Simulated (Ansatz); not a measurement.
# Direct or indirect: CdS (P6_3mc)

```cif
data_structure
_symmetry_space_group_name_H-M 'P6_3mc'
_symmetry_Int_Tables_number 186
_cell_length_a 4.1500
_cell_length_b 4.1500
_cell_length_c 6.7370
_cell_angle_alpha 90.000
_cell_angle_beta 90.000
_cell_angle_gamma 120.000
_cell_volume 100.48
loop_
_atom_site_label
_atom_site_type_symbol
_atom_site_symmetry_multiplicity
_atom_site_Wyckoff_symbol
_atom_site_fract_x
_atom_site_fract_y
_atom_site_fract_z
_atom_site_occupancy
Cd1 Cd 2 b 0.66667 0.33333 0.50000 1
S1 S 2 b 0.66667 0.33333 0.87500 1
```

Method: Ansatz, PBE, independent particles, without spin-orbit coupling, line width 0.1 eV (Gaussian). The band structure gives a fundamental gap of 1.20 eV. The spectrum of vertical transitions near the edge:

```tsv
E (eV)	Im ε, E ∥ xy	Im ε, E ∥ z
0.72	0.00	0.00
0.84	0.00	0.00
0.96	0.00	0.00
1.08	0.02	0.01
1.20	0.29	0.15
1.32	0.77	0.64
1.44	1.05	1.03
1.56	1.20	1.23
1.68	1.30	1.36
1.80	1.37	1.45
1.92	1.43	1.52
2.04	1.47	1.58
2.16	1.51	1.64
2.28	1.55	1.69
2.40	1.59	1.74
2.52	1.63	1.79
```

Question: Is the gap direct or indirect, and about where do vertical transitions set in?

Answer: Direct: the band path has its least direct gap at the fundamental one, 1.20 eV, and the curves rise from there. Lines are broadened by 0.1 eV, which spreads the edge.

[Logs are printed without paths, hosts, clocks, repeated set-up lines and the standing remarks that a program may print on its own settings, such as how far it seeks lower states.]
